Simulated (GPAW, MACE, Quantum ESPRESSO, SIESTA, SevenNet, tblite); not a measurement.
**Forces in random packing of Nb16Si84 (at. %) (73 atoms), program by program**

One geometry of random packing of Nb16Si84 (at. %) (73 atoms) is solved by several programs and methods. How far do their forces lie from a plane-wave PBE run?

Results are calculated, not measured.

**1. The cell**

The cell holds 73 atoms (12 Nb and 61 Si), with edges of 11.28, 11.28 and 11.28 Å. Recipe: 73 atoms (12 Nb, 61 Si) packed at random in a cube at 3.27 g/cm³ and pushed apart as soft spheres; a start for melting by ab initio MD, not an equilibrated structure. Then every atom was moved at random, 0.02 Å r.m.s. a Cartesian component. The density is 3.27 g/cm³.

**2. The reference input**

Quantum ESPRESSO 7.5: Kohn-Sham DFT, PBE, SSSP efficiency 1.3.0 pseudopotentials, plane waves. Its input, pw.in:

```
&control
  calculation = 'scf'
  pseudo_dir = './pseudo'
  outdir = './tmp'
  disk_io = 'none'
  tprnfor = .true.
  tstress = .true.
/
&system
  ibrav = 0
  nat = 73
  ntyp = 2
  ecutwfc = 45
  ecutrho = 360
  nosym = .true.
  occupations = 'smearing'
  smearing = 'fd'
  degauss = 0.003675
/
&electrons
  conv_thr = 3.6e-07
  electron_maxstep = 100
  mixing_beta = 0.2
  mixing_mode = 'local-TF'
  diagonalization = 'david'
/
ATOMIC_SPECIES
Nb 92.906 Nb.upf
Si 28.085 Si.upf
CELL_PARAMETERS angstrom
11.28340 0.00000 0.00000
0.00000 11.28340 0.00000
0.00000 0.00000 11.28340
ATOMIC_POSITIONS crystal
Nb 0.69061 0.12370 0.43325
Nb 0.65240 0.61227 0.34337
Nb 0.41561 0.98107 0.26673
Nb 0.70809 0.91045 0.27982
[... 67 atom lines left out ...]
Si 0.73319 0.83871 0.05904
Si 0.53444 0.76963 0.22050
K_POINTS gamma
```

```console
$ OMP_NUM_THREADS=1 mpirun -np 4 pw.x -in pw.in > output.txt
```

Run time: 3.3 min. Hardware: 4 MPI ranks of AMD EPYC 9R14 (Zen 4), shared host; peak memory 4.1 GiB; 13 min of CPU time.

It converged with an r.m.s. force component of 1.3 eV/Å and a pressure of -3.6 GPa.

**3. The other programs**

- GPAW 26.7.0: PAW with atomic orbitals (LCAO), plane waves or a real-space grid of spacing h.
- MACE: machine-learned potential, published weights.
- Quantum ESPRESSO 7.5: plane waves; labels (QE) give functional, pseudopotential set and cutoffs of waves/density.
- SIESTA 5.4.2: numerical atomic orbitals, whose automatically made sets are far from complete, with PseudoDojo norm-conserving potentials that we converted to its format (checked against plane waves on the same files for H, C, O, Si, Ge and Ca alone); labels give functional, basis size, energy shift and mesh cutoff.
- SevenNet: machine-learned potential, published weights.

All use the same cell and atoms, and the electronic-structure runs the same k-mesh.

**4. All runs compared**

Differences are against the reference: forces as r.m.s. over components, share as that over the reference's r.m.s. force, slope as the fitted ratio of a run's forces to the reference's.

```tsv
run	Δ force, r.m.s. (meV/Å)	share (%)	slope	Δ pressure (GPa)	cores	CPU time	memory (GiB)
reference	-	-	-	-	4	13 min	4.1
GPAW PBE, LCAO dzp, h 0.2 Å	97.3	7.51	1.063	-	1	10 min	1.8
GPAW PBE, LCAO dzp, h 0.2 Å, other mixer settings	96.6	7.46	1.062	-	1	12 min	1.7
GPAW PBE, LCAO sz(dzp), h 0.2 Å (coarse)	864	66.7	1.543	-	1	2.8 min	1.4
GPAW RPBE, LCAO dzp, h 0.2 Å	132	10.2	1.086	-	1	10 min	1.8
MACE MP-0b2 small potential	361	27.8	0.979	-1.15	1	5.8 s	0.66
MACE MP-0b3 medium potential	337	26.0	0.923	-2.09	1	6.7 s	0.91
QE PBE, sssp-1.3.0-efficiency, 35/280 Ry (coarse)	0.805	0.062	1.000	-0.132	2	7.5 min	2.8
SIESTA LDA, DZP, shift 0.01 Ry, mesh 300 Ry	85.9	6.62	1.007	-3.24	2	6.6 min	1.6
SIESTA PBE, DZP, shift 0.01 Ry, mesh 300 Ry	105	8.11	1.071	0.647	2	7.2 min	1.6
SIESTA PBE, DZP, shift 0.01 Ry, mesh 700 Ry	105	8.11	1.071	0.647	2	22 min	4.3
SevenNet 0 potential	339	26.1	1.059	-0.705	1	6.4 s	0.74
```

Rows marked coarse use a setting chosen to be so.

Times of the machine-learned potentials are mostly Python's start and the loading of weights.

CPU time is summed over cores on shared hosts, so it is rough.

**5. Findings**

Forces lie from 0.062 % (QE PBE, sssp-1.3.0-efficiency, 35/280 Ry, coarse) to 67 % (GPAW PBE, LCAO sz(dzp), h 0.2 Å, coarse) of the reference's r.m.s. force of 1.3 eV/Å away from it. The PBE runs in local orbitals, coarse settings apart, differ by 7.5 % (GPAW PBE, LCAO dzp, h 0.2 Å, other mixer settings) to 8.1 % (SIESTA PBE, DZP, shift 0.01 Ry, mesh 300 Ry); basis, grid and potentials can all enter. Machine-learned potentials differ by 26 % (MACE MP-0b3 medium potential) to 28 % (MACE MP-0b2 small potential); they were trained on other programs' data. Rows with another functional or a dispersion term differ by 6.6 % (SIESTA LDA, DZP, shift 0.01 Ry, mesh 300 Ry) to 10 % (GPAW RPBE, LCAO dzp, h 0.2 Å), which mixes the change of model with differences of basis and potentials.

Runs with settings chosen to be coarse differ by 0.062 % (QE PBE, sssp-1.3.0-efficiency, 35/280 Ry) to 67 % (GPAW PBE, LCAO sz(dzp), h 0.2 Å), their programs' other errors included. GPAW PBE, LCAO sz(dzp), h 0.2 Å stiffens the forces by a factor of 1.54 while following their directions (correlation 0.970); the slopes of the 4 GPAW runs lie between 1.06 and 1.54; the difference isn't even, but is largest on one element. From SIESTA PBE, DZP, shift 0.01 Ry, mesh 300 Ry to the finer SIESTA PBE, DZP, shift 0.01 Ry, mesh 700 Ry the share goes from 8.11 to 8.11 %, so the grid isn't what parts these runs from the reference. Pressures at PBE, coarse settings apart, lie +0.65 GPa from the reference's.

**Limits.** The reference's pressure holds the uncorrected Pulay stress of its 45 Ry basis, so small pressure differences, may be the reference's own error. Machine-learned potentials mimic data converged in k, so the reference's own k-point error enters their differences. The electronic-structure runs sample only Γ, in a cell whose shortest periodic width is 11 Å, which is coarse for a cell with partly filled levels. The reference's pressure of -3.6 GPa reflects the volume that the recipe set, positions that aren't this level's minimum and the basis. Spin–orbit coupling is left out. The reference has no spin polarisation, so local moments can't form. Where levels are smeared, the DFT runs use Fermi–Dirac occupations at 580 K (0.05 eV), and energies are free energies. The atoms were displaced at random, and shares hang on the size of the forces that this gives. The reference's cutoffs and mesh weren't converged further here.

[Long decimals in the printed logs are rounded to 6 places.]

[Logs are printed without paths, hosts, clocks, repeated set-up lines and the standing remarks that a program may print on its own settings, such as how far it seeks lower states.]

[Hosts, paths, dates, database ids (printed as entryN), source tags and the programs' standing remarks are cut or masked in the printed files.]

[Only finished runs are shown, without SIESTA runs on faulty potentials for Cu, Fe, Ni or Zn; cells were taken only where this reference lay near another plane-wave run.]
